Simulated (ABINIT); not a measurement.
# Cl (Cmce): G0W0 with ABINIT, start to end, part 3 of 3

Wanted: ground state, empty states, screening and self-energy for Cl (Cmce).

ABINIT 10.8.3; PBE and many-body steps on it, plane waves. Known limits of the many-body steps: not at the basis limit; coarse k mesh.

So far. Step 4 (Empty states on the mesh, 4×4×2 mesh, 163 bands): On this mesh the gap is 2.469 eV. Step 5 (Screening, 4×4×2 mesh, 155 bands, screening to 130.6 eV): Local fields lower ε∞ by 19 %. On a Γ-centred mesh this coarse the value itself is usually too large, while a short band sum pulls it down.

### 6. Self-energy, 4×4×2 mesh, 155 bands, screening to 130.6 eV

The self-energy is evaluated for the states that the input lists, and the levels follow from it, in one-shot runs by the linearised quasiparticle equation.

This step: G0W0 on PBE, plane waves, norm-conserving pseudopotentials.

run.abi

```
acell 3*1.0 Angstrom
rprim 
  3.145000000000 -2.250000000000 0.000000000000
  3.145000000000 2.250000000000 0.000000000000
  0.000000000000 0.000000000000 8.210000000000
ntypat 1
znucl 17
natom 4
typat 1 1 1 1
xred 
  0.870000000000 0.130000000000 0.100000000000
  0.630000000000 0.370000000000 0.600000000000
  0.130000000000 0.870000000000 0.900000000000
  0.370000000000 0.630000000000 0.400000000000
pp_dirpath "pseudos"
pseudos "Cl.upf"
ecut 25
ngkpt 4 4 2
nshiftk 1
shiftk 0 0 0
kptopt 1
chksymbreak 0
istwfk *1
occopt 1
irdwfk 1
optdriver 4
nband 155
gwcalctyp 0
ecutsigx 25
symsigma 1
nkptgw 2
kptgw 
  0.5000000000 0.5000000000 0.0000000000
  0.0000000000 0.0000000000 0.0000000000
bdgw 
  13 16
  13 16
ecuteps 4.8
irdscr 1
ppmodel 1
indata_prefix "in"
outdata_prefix "out"
tmpdata_prefix "tmp"
```

On the command line:

```console
$ OMP_NUM_THREADS=1 mpirun -n 8 abinit run.abi > log
```

Numbers of over 12 decimals in the logs are rounded to 6 here.

Output:

```text
.Version 10.8.3 of ABINIT. v10.8.2 released Aug 2026.

 Symmetries : space group Cm c a (# 64); Bravais oC (1-face-center ortho.)
[... echo of the input left out ...]
== DATASET  1 ==================================================================
-   mpi_nproc: 8, omp_nthreads: 1 (-1 if OMP is not activated)

--- !DatasetInfo
iteration_state: {dtset: 1, }
dimensions: {natom: 4, nkpt: 14, mband: 155, nsppol: 1, nspinor: 1, nspden: 1, mpw: 4726, }
cutoff_energies: {ecut:  25.0, pawecutdg:  -1.0, }
electrons: {nelect:   2.80000000E+01, charge:   0.00000000E+00, occopt:   1.00000000E+00, tsmear:   1.00000000E-02, }

 SIGMA: Calculation of the GW corrections

 Based on a program developped by R.W. Godby, V. Olevano, G. Onida, and L. Reining.
 Incorporated in ABINIT by V. Olevano, G.-M. Rignanese, and M. Torrent.
.Using double precision arithmetic ; gwpc =  8

[... cell and pseudopotentials left out ...]
--------------------------------------------------------------------------------

 ==== K-mesh for the wavefunctions ====
 Number of points in the irreducible wedge :    14
[... list of points left out ...]
 Together with  8 symmetry operations and time-reversal symmetry
 yields    32 points in the full Brillouin Zone.

 ==== Q-mesh for screening function ====
 Number of points in the irreducible wedge :    14
[... list of points left out ...]
 Together with  8 symmetry operations and time-reversal symmetry
 yields    32 points in the full Brillouin Zone.

 vcoul_init : cutoff-mode = AUXILIARY_FUNCTION
 q-points for optical limit:   1
     1)      0.000010    0.000020    0.000030
 setmesh: FFT mesh size selected  =    36x   36x   72
          total number of points  =        93312

 Number of electrons calculated from density =   28.0000; Expected =   28.0000
 average of density, n =  0.035710
 r_s =    1.8838
 omega_plasma =   18.2284 [eV]

 === KS Band Gaps ===
  >>>> For spin  1
   Minimum direct gap =   2.5251 [eV], located at k-point      :   0.0000  0.0000  0.0000
   Fundamental gap    =   2.4691 [eV], Top of valence bands at :   0.5000  0.5000  0.0000
                                       Bottom of conduction at :   0.0000  0.0000  0.0000
 SIGMA fundamental parameters:
 PLASMON POLE MODEL  1
 number of plane-waves for SigmaX                 4675
 number of plane-waves for SigmaC and W            403
 number of plane-waves for wavefunctions          4675
 number of bands                                   155
 number of independent spin polarizations            1
 number of spinorial components                      1
 number of k-points in IBZ                          14
 number of q-points in IBZ                          14
 number of symmetry operations                       8
 number of k-points in BZ                           32
 number of q-points in BZ                           32
 number of frequencies for dSigma/dE                 9
 frequency step for dSigma/dE [eV]                0.25
 number of omega for Sigma on real axis              0
 max omega for Sigma on real axis  [eV]           0.00
 zcut for avoiding poles [eV]                     0.10

 EPSILON^-1 parameters (SCR file):
 dimension of the eps^-1 matrix on file            403
 dimension of the eps^-1 matrix used               403
 number of plane-waves for wavefunctions          4675
 number of bands                                   155
 number of q-points in IBZ                          14
 number of frequencies                               2
 number of real frequencies                          1
 number of imag frequencies                          1

 matrix elements of self-energy operator (all in [eV])

 Perturbative Calculation

--- !SelfEnergy_ee
iteration_state: {dtset: 1, }
kpoint     : [   0.500,    0.500,    0.000, ]
spin       : 1
KS_gap     :    2.546
QP_gap     :    5.769
Delta_QP_KS:    3.223
data: !SigmaeeData |
     Band     E0 <VxcDFT>   SigX SigC(E0)      Z dSigC/dE  Sig(E)    E-E0       E
       13  -1.186 -14.321 -18.741   2.516   0.788  -0.270 -15.821  -1.500  -2.686
       14  -0.824 -14.674 -19.122   2.489   0.791  -0.264 -16.224  -1.550  -2.374
       15   1.722 -14.106  -8.998  -2.996   0.792  -0.262 -12.433   1.673   3.395
       16   1.912 -14.243  -9.064  -3.012   0.790  -0.265 -12.530   1.713   3.625

--- !SelfEnergy_ee
iteration_state: {dtset: 1, }
kpoint     : [   0.000,    0.000,    0.000, ]
spin       : 1
KS_gap     :    2.525
QP_gap     :    5.684
Delta_QP_KS:    3.159
data: !SigmaeeData |
     Band     E0 <VxcDFT>   SigX SigC(E0)      Z dSigC/dE  Sig(E)    E-E0       E
       13  -0.970 -14.511 -19.022   2.518   0.791  -0.264 -16.087  -1.576  -2.546
       14  -0.880 -14.708 -19.184   2.519   0.790  -0.265 -16.255  -1.547  -2.427
       15   1.645 -13.980  -8.981  -2.969   0.794  -0.259 -12.368   1.612   3.257
       16   2.208 -14.626  -9.222  -3.144   0.786  -0.272 -12.849   1.777   3.985

== END DATASET(S) ==============================================================
================================================================================

 -outvars: echo values of variables after computation  --------
           etotal      0.0000000000E+00
            nband         155
             nkpt          14
          spgroup          64
 [... the other variables as echoed above ...]

 Calculation completed.
```

Run time: 34 s. Hardware: 8 MPI ranks of Arm Neoverse N1, shared host; peak memory 2.9 GiB; 4.6 min of CPU time.

Numbers from this step:

| Property | Result |
| --- | --- |
| G0W0 gap on the points computed | 5.631 eV |
| starting gap on the mesh | 2.469 eV |
| k of the valence top | 0.5, 0.5, 0 |
| k of the conduction bottom | 0, 0, 0 |
| Z at the valence top | 0.791 |
| Z at the conduction bottom | 0.794 |
| least direct G0W0 gap on the computed points | 5.684 eV |

The gap on the mesh goes from 2.47 eV to 5.63 eV, a correction of +3.16 eV.

Limits: finite bands, cutoff and mesh; coarse k mesh. v1 is the top filled band, c1 the lowest empty one. The levels before and after the correction (eV, zero at the valence-band top of each column):

```csv
,conduction bottom,valence top
Kohn-Sham,2.47,0.00
G0W0,5.63,0.00
```

```csv
,level,energy (eV)
Kohn-Sham,(0.5 0.5 0) v2,-0.362
Kohn-Sham,(0.5 0.5 0) v1,0.000
Kohn-Sham,(0.5 0.5 0) c1,2.546
Kohn-Sham,(0.5 0.5 0) c2,2.736
Kohn-Sham,Γ v2,-0.146
Kohn-Sham,Γ v1,-0.056
Kohn-Sham,Γ c1,2.469
Kohn-Sham,Γ c2,3.031
G0W0,(0.5 0.5 0) v2,-0.312
G0W0,(0.5 0.5 0) v1,0.000
G0W0,(0.5 0.5 0) c1,5.769
G0W0,(0.5 0.5 0) c2,5.999
G0W0,Γ v2,-0.172
G0W0,Γ v1,-0.053
G0W0,Γ c1,5.631
G0W0,Γ c2,6.359
```

### 7. Where the time went

Times are wall times on 8 MPI ranks of Arm Neoverse N1, shared host, good to a factor of about two.

```csv
step,time,share,memory (GiB)
ground state,28 s,6 %,0.65
bands along the symmetry lines,32 s,7 %,0.63
empty states on the mesh,3.9 min,48 %,9.8
screening,2.6 min,33 %,2.6
self-energy,34 s,7 %,2.9
```

### 8. Outcome

| Quantity | Value |
| --- | --- |
| PBE gap | 2.46 eV, indirect |
| G0W0 gap on the mesh | 5.63 eV |
| GW settings | 4×4×2 mesh, 155 bands, screening to 130.6 eV, Godby-Needs plasmon pole |
| known limits | not at the basis limit; coarse k mesh |

In words: G0W0 moves the gap on the mesh from 2.47 eV to 5.63 eV (+3.16 eV), with Z of 0.79 and 0.79 at the edges. Local fields lower the RPA ε∞ on this mesh from 3.46 to 2.81; a Γ-centred mesh this coarse tends to raise both, most where the direct gap is narrow, while a short band sum lowers them. Only 2 of the mesh's irreducible points were corrected, so a valley elsewhere could overtake. Bands and cutoff are finite, so the gap is not at the basis limit. The miss can reach some tenths of an eV and take either sign; the mesh is an error of its own. In the G0W0 run levels were corrected at 2 k points alone, so a gap called «on the mesh» is the least over those, and an edge elsewhere would be missed. The 4×4×2 mesh is coarse for this cell, which bears on the long-range parts of exchange and screening.

[Paths, hosts, dates, memory and timing lines, banners, echoed tables and standing remarks are left out of the program output.]

[Logs are printed without paths, hosts, clocks, repeated set-up lines and the standing remarks that a program may print on its own settings, such as how far it seeks lower states.]

[Runs of the session that timed out or met a known fault of the program may be left out.]

[Hosts, paths, dates, database ids (printed as entryN), source tags and the programs' standing remarks are cut or masked in the printed files.]

[G0W0 gaps are taken among the corrected bands and points alone; a level outside them can change the order at an edge.]

[Where Ansatz stands beside ABINIT at settings called matched, ABINIT's density can come from a denser mesh and the files from another edition; pairs whose starting gaps differed by over 0.03 eV were left out, so agreement reads better than it is.]
